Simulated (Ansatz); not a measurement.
# What NaGeCl3 in Amm2, a phase reached by a soft mode distorts into, part 3 of 3

Aim: this structure of NaGeCl3 in Amm2, a phase reached by a soft mode is to be tested for unstable modes, and one is followed downhill.

Ansatz 0.2.0; DFT PBEsol, scalar-relativistic, plane waves, PAW; PAW set soft_1.

So far. Step 5 (Energy along the mode, all amplitudes (two of the runs …): The lowest of the steps tried is at 0.04 Å, 0.044 meV/atom below the parent; the bottom of the well need not coincide with a step. Step 7 (The new phase in its own primitive cell): The largest force component left is 0.21 meV/Å and the pressure is 0.000 GPa, within the tolerances set. The cell now holds 30.30 Å³/atom.

The structure was built from a prototype and need not be the compound's stable phase.

**8. Modes of the new phase**

A relaxed structure may still be a saddle point, so its zone-centre modes are computed. The response to a homogeneous field gives the Born charges and the dielectric tensor.

Contents of input.yaml:

```yaml
crystal:
  lattice:
    - [4.3160134404, -3.3980480418, 0.0]
    - [4.3160134404, 3.3980480418, 0.0]
    - [-0.0338824286, 0.0, 5.1646103997]
  atoms:
    - { symbol: Na, position: [0.8332225811, 0.8332225811, 0.0060676717] }
    - { symbol: Ge, position: [0.4957019175, 0.4957019175, 0.504893303] }
    - { symbol: Cl, position: [0.5693095255, 0.0548172768, 0.5005716232] }
    - { symbol: Cl, position: [0.0548172768, 0.5693095255, 0.5005716232] }
    - { symbol: Cl, position: [0.516886945, 0.516886945, 0.9854997029] }
kpoints:
  mp_grid: { grid: [8, 8, 8] }
hamiltonian:
  xc: pbesol
  pseudopotentials: { kind: paw, azcp: { folder: soft_1 }, xc_functional: pbe }
scf:
  occupations: { method: fixed }
output:
  eigenvalues: true
phonons:
  method: dfpt
  dielectric: true
  rigid_motions: translations
```

Launch:

```
> ansatz run input.yaml --threads 8 --pin off --max-ram 16384MiB --backend cpu --events-out ev --progress --plain --runs-dir out
```

Numbers of over 12 decimals in the logs are rounded to 6 here.

Output:

```text
[...]
Crystal: 5 atoms, lattice volume = 151.489 Å³
Basis set: ecut = 420 eV, 2985 PW (Γ), exchange–correlation on 80×80×72 points (8 copies of the dense FFT grid, shifted against one another)
Bands: 27, of which v1, the nominal top of the filled ones, is band 22 counted from 1 (21 counted from 0)
Symmetry: 2 space group operations
k-points: 260 of 512 (irreducible under 1 space group operation, time reversal used)
[...]
SCF iter   1: F=—  HF=-8919.155622 eV  |F-HF|=—  |Δ(HF+E_count)|=         —  Δρ=5.04e-2  dr2=3.76e0  ethr=3.10e-3  ⟨swp⟩=5.0  Hψ=28451  notcnv=0  defer=691
[...]
SCF iter  13: F=-8917.452911 eV  HF=-8917.452911 eV  |F-HF|=3.09e-11  |Δ(HF+E_count)|=   1.06e-9  Δρ=1.08e-7  dr2=2.55e-11  ethr=1.00e-12  ⟨swp⟩=16.8  Hψ=52000  notcnv=0
SCF 1 converged in 13 iterations: F = -8917.452911 eV  dr2 = 2.55e-11
[...]
NSCF: frozen V_eff on 3 k-points
[...]
Bands: 23, of which v1, the nominal top of the filled ones, is band 22 counted from 1 (21 counted from 0)
k-points: 468 of 1728 (time reversal used)
[...]
Eigensolver: Dense (468 Hₖ)
SCF iter   1: F=—  HF=-8917.440129 eV  |F-HF|=—  |Δ(HF+E_count)|=         —  Δρ=1.19e-4  dr2=4.69e-6  ethr=1.00e-1
[...]
SCF iter   4: F=-8917.440136 eV  HF=-8917.440136 eV  |F-HF|=5.96e-9  |Δ(HF+E_count)|=   6.20e-8  Δρ=1.98e-6  dr2=7.02e-9  ethr=1.94e-10
SCF 1 converged in 4 iterations: F = -8917.440136 eV  dr2 = 7.02e-9
[...]
SCF converged after 13 iterations
Free energy (F): -8917.452911 eV
[...]
Internal energy: -8917.452911 eV  (E = F + TS)
E sigma→0 (E₀):  -8917.452911 eV
Fermi energy:    2.571011 eV
[...]
--- Band table (eV; the first three rows and the last of 260) ---
  k-point 0: bands = [... 18 lower, -0.5245, -0.3905, -0.3884, 0.2015, 5.1456, 6.8564, 7.6215, 7.6226, ... 1 higher]
  k-point 1: bands = [... 18 lower, -0.6214, -0.3561, -0.3032, 0.2021, 5.2985, 6.7877, 7.4978, 7.5062, ... 1 higher]
  k-point 2: bands = [... 18 lower, -0.7359, -0.3446, -0.0008, 0.2035, 5.7126, 6.5661, 6.7509, 7.2758, ... 1 higher]
  k-point 259: bands = [... 18 lower, -0.1440, 0.0602, 0.3351, 2.5710, 4.0616, 4.2053, 4.5320, 6.4532, ... 1 higher]
[...]
ASR residual: 6.435e-5 → 0.000e0 eV/Å²; symmetrization residual: 1.713e-5 eV/Å²
  ASR residual per site (eV/Å²): 4.27e-5 1.29e-5 6.43e-5 6.43e-5 5.00e-5
[...]
ε∞ (high-frequency dielectric tensor):
        3.584666    -0.000000     0.025446
       -0.000000     3.465334    -0.000000
        0.025446    -0.000000     5.141883
[...]
Born effective charges Z* (e; rows j = field, columns β = displacement):
    site 0:
         1.04843   -0.00000   -0.00272
        -0.00000    1.27065    0.00000
         0.01418   -0.00000    1.32975
    site 1:
         2.56558   -0.00000    0.05926
        -0.00000    2.76124   -0.00000
         0.04727   -0.00000    4.55498
    site 2:
        -1.50643   -1.12995    0.00612
        -1.27296   -1.76110   -0.00223
        -0.01744   -0.03170   -0.59596
    site 3:
        -1.50643    1.12995    0.00612
         1.27296   -1.76110    0.00223
        -0.01744    0.03170   -0.59596
    site 4:
        -0.60116    0.00000   -0.06878
         0.00000   -0.50970    0.00000
        -0.02657    0.00000   -4.69280
  Z* charge neutrality: 9.964e-3 e pre-enforcement
[...]
optical modes at Γ without the LO–TO term, one row a degenerate level:
      ω (cm⁻¹)  modes    IR ((D/Å)²/amu)
        -38.63      1             1.3301
         36.71      1             1.1072
         51.97      1             4.5873
         67.00      1             0.2575
         78.71      1             9.5653
         84.83      1             4.3755
         87.23      1             0.2542
        117.86      1             4.7830
        136.92      1             0.1216
        164.01      1             1.6226
        216.64      1             7.4082
        260.25      1             6.1562
  optical modes at Γ + LO–TO along q̂ = [1.0000, 0.0000, 0.0000]:
      ω (cm⁻¹)  modes    IR ((D/Å)²/amu)
        -38.63      1             1.3301
         36.71      1             1.1072
         51.97      1             4.6050
         67.00      1             0.2575
         80.16      1            11.8670
         86.53      1             1.7774
         87.23      1             0.2542
        118.87      1             4.9065
        136.93      1             0.1090
        175.51      1             0.5959
[...]
optical modes at Γ + LO–TO along q̂ = [0.0000, 1.0000, 0.0000]:
      ω (cm⁻¹)  modes    IR ((D/Å)²/amu)
[...]
optical modes at Γ + LO–TO along q̂ = [0.0000, 0.0000, 1.0000]:
      ω (cm⁻¹)  modes    IR ((D/Å)²/amu)
        -38.63      1             1.3301
         36.71      1             1.1072
         59.41      1             0.0278
         67.00      1             0.2575
         82.97      1             0.2112
         87.23      1             0.2542
        109.91      1             0.1204
        136.70      1             0.0100
        163.85      1             1.6305
        216.64      1             7.4082
        257.96      1             9.5800
        268.71      1            19.6316
```

Wall time 5 min (8 threads of Arm Neoverse V1, shared host); peak memory 4.8 GiB.

Numbers from this step:

```
sum-rule residual before enforcement                    : 6.43e-5 eV/Å²
miss of the charge sum rule                             : 0.009964 e
estimated error of the dielectric tensor                : 0.09711
estimated error of the Born charges                     : 0.1124 e
point group                                             : m
highest optical mode at the zone centre (no LO-TO term) : 260.2 cm⁻¹
lowest optical zone-centre mode                         : -38.63 cm⁻¹
mean high-frequency dielectric constant                 : 4.064
largest Born charge (third of the trace)                : 3.294 e
top of the zone-centre spectrum with the field          : 307.7 cm⁻¹
```

Without the LO-TO term. Patterns of degenerate modes are one choice out of their space. The modes at Γ (shares of kinetic energy by element, %) (negative means imaginary):

| mode | frequency (cm⁻¹) | symmetry | Na % | Ge % | Cl % |
| --- | --- | --- | --- | --- | --- |
| 1 | -38.6 | A'' | 35 | 1 | 63 |
| 2 | 0.0 | acoustic | 11 | 36 | 53 |
| 3 | 0.0 | acoustic | 11 | 36 | 53 |
| 4 | 0.0 | acoustic | 11 | 36 | 53 |
| 5 | 36.7 | A'' | 33 | 4 | 63 |
| 6 | 52.0 | A' | 85 | 3 | 13 |
| 7 | 67.0 | A'' | 9 | 7 | 84 |
| 8 | 78.7 | A' | 9 | 10 | 81 |
| 9 | 84.8 | A' | 23 | 15 | 62 |
| 10 | 87.2 | A'' | 10 | 10 | 80 |
| 11 | 117.9 | A' | 2 | 44 | 54 |
| 12 | 136.9 | A' | 10 | 24 | 67 |
| 13 | 164.0 | A' | 49 | 4 | 47 |
| 14 | 216.6 | A'' | 1 | 42 | 57 |
| 15 | 260.2 | A' | 0 | 29 | 71 |

Displacements in mode 1 (-38.6 cm⁻¹), the largest set to 1:
```
Na1  0.00 -1.00  0.00
Ge2  0.00  0.10  0.00
Cl3  0.47 -0.18  0.07
Cl4 -0.47 -0.18 -0.07
Cl5  0.00  0.81  0.00
```

Displacements in mode 9 (84.8 cm⁻¹), the largest set to 1:
```
Na1  1.00  0.00  0.22
Ge2 -0.32  0.00 -0.34
Cl3 -0.47  0.13 -0.07
Cl4 -0.47 -0.13 -0.07
Cl5  0.96  0.00  0.69
```

High-frequency dielectric tensor, which the program warns is not settled by the k meshes in reach. Tensor:

|  | x | y | z |
| --- | --- | --- | --- |
| x | 3.585 | 0 | 0.025 |
| y | 0 | 3.465 | 0 |
| z | 0.025 | 0 | 5.142 |

Optical modes at the zone centre, without and with the macroscopic field of the longitudinal modes; each column is sorted by frequency, so a row need not hold one and the same mode. Modes with and without the field, by row:

| rank among optical modes | no field (cm⁻¹) | q along (1, 0, 0) (cm⁻¹) | q along (0, 1, 0) (cm⁻¹) | q along (0, 0, 1) (cm⁻¹) |
| --- | --- | --- | --- | --- |
| 1 | -38.6 | -38.6 | -18.2 | -38.6 |
| 2 | 36.7 | 36.7 | 52 | 36.7 |
| 3 | 52 | 52 | 59.8 | 59.4 |
| 4 | 67 | 67 | 77.5 | 67 |
| 5 | 78.7 | 80.2 | 78.7 | 83 |
| 6 | 84.8 | 86.5 | 84.8 | 87.2 |
| 7 | 87.2 | 87.2 | 97.4 | 109.9 |
| 8 | 117.9 | 118.9 | 117.9 | 136.7 |
| 9 | 136.9 | 136.9 | 136.9 | 163.8 |
| 10 | 164 | 175.5 | 164 | 216.6 |
| 11 | 216.6 | 216.6 | 260.2 | 258 |
| 12 | 260.2 | 307.7 | 286.8 | 268.7 |

Born charge (rows field, columns displacement) (e), principal values of the symmetric part by kind of site:

| atom | atoms with these values | low | middle | high | mean |
| --- | --- | --- | --- | --- | --- |
| Na1 | 1 | 1.05 | 1.27 | 1.33 | 1.22 |
| Ge2 | 1 | 2.56 | 2.76 | 4.56 | 3.29 |
| Cl3 | 2 | -2.84 | -0.60 | -0.43 | -1.29 |
| Cl5 | 1 | -4.69 | -0.60 | -0.51 | -1.93 |

In full for Ge2:

```
2.57 0.00 0.06
0.00 2.76 0.00
0.05 0.00 4.55
```

Transverse modes; imaginary modes are left out. Infrared lines, with heights relative to the strongest:

| position (cm⁻¹) | label | relative intensity |
| --- | --- | --- |
| 37 | A'' | 12 |
| 52 | A' | 48 |
| 67 | A'' | 2.7 |
| 79 | A' | 100 |
| 85 | A' | 46 |
| 87 | A'' | 2.7 |
| 118 | A' | 50 |
| 137 | A' | 1.3 |
| 164 | A' | 17 |
| 217 | A'' | 77 |
| 260 | A' | 64 |

Before it was imposed, the acoustic sum rule was missed by 6.4e-5 eV/Å² and the charge sum rule by 0.0100 e. Small misses are needed for a sound result but don't prove that mesh and cutoff are converged. The lowest optical mode is imaginary, 38.6i cm⁻¹, so the energy falls along it.

The log warns of the k mesh: “the force constants stand on the 8×8×8 k-mesh, whose period is 10.91 times the interband length at k = (-0.5000, -0.5000, -0.5000), direct gap 1.491 eV, under 14: take them and everything formed from them as unconverged”.

**9. The phases reached**

The phases reached along the modes that were followed are set side by side.

Energies are those of the first relaxation, on the mesh of the frozen mode; space group, volume and gap are those of the last relaxation. Phases, by row:

| mode frozen in | space group | energy from parent (meV/atom) | volume (Å³/atom) | gap on mesh (eV) | lowest zone-centre optical mode (cm⁻¹) | largest shift (Å) |
| --- | --- | --- | --- | --- | --- | --- |
| parent | Amm2 | 0 | 30.18 | 1.39 | – | – |
| q = (0, 0, 0), 46i cm⁻¹ | Cm | -0.11 | 30.3 | 1.491 | -38.6 | 0.072 |

**10. Outcome**

```
unstable mode of the parent                                                      : q = (0, 0, 0), 46i cm⁻¹
depth at the lowest point sampled                                                : 0.044 meV/atom
largest atomic shift at that point                                               : 0.04 Å
space group reached (within 0.01 Å)                                              : Cm
energy gained over the parent (first relaxation, on the mesh of the frozen mode) : 0.109 meV/atom
volume per atom, phase reached                                                   : 30.3 Å³
gap on the k-mesh, phase reached                                                 : 1.49 eV
lowest optical zone-centre mode, phase reached                                   : -38.6 cm⁻¹
highest optical mode at the zone centre (no LO-TO term), phase reached           : 260 cm⁻¹
```

**Reading.** Along this mode the structure falls into Cm, 0.109 meV/atom below the parent. At the parent's cell the well is 0.044 meV/atom deep on the steps tried, with its lowest point at a shift of 0.04 Å. Relaxing atoms and cell changes the gain by +0.07 meV/atom against the lowest step (energies at zero smearing). The new phase still has an imaginary mode at the zone centre of its cell, so it is a saddle point on the way to a lower structure. How so shallow a well moves with the k mesh was not tested. Each path keeps the symmetry of its pattern, so a lower phase may lie along a pattern not tried. With the field response the log warns that the k mesh is coarse for the force constants too, so the frequencies may not be converged. In at least one run the field response is not settled by the k meshes in reach, so its dielectric tensor, Born charges and longitudinal modes are rough. The PAW files were made for PBE and serve the other functionals too. The starting cell was built on a prototype and not taken from a measurement, so the phase need not exist.

[Logs are printed without paths, hosts, clocks, repeated set-up lines and the standing remarks that a program may print on its own settings, such as how far it seeks lower states.]

[Hosts, paths, dates, database ids (printed as entryN), source tags and the programs' standing remarks are cut or masked in the printed files.]
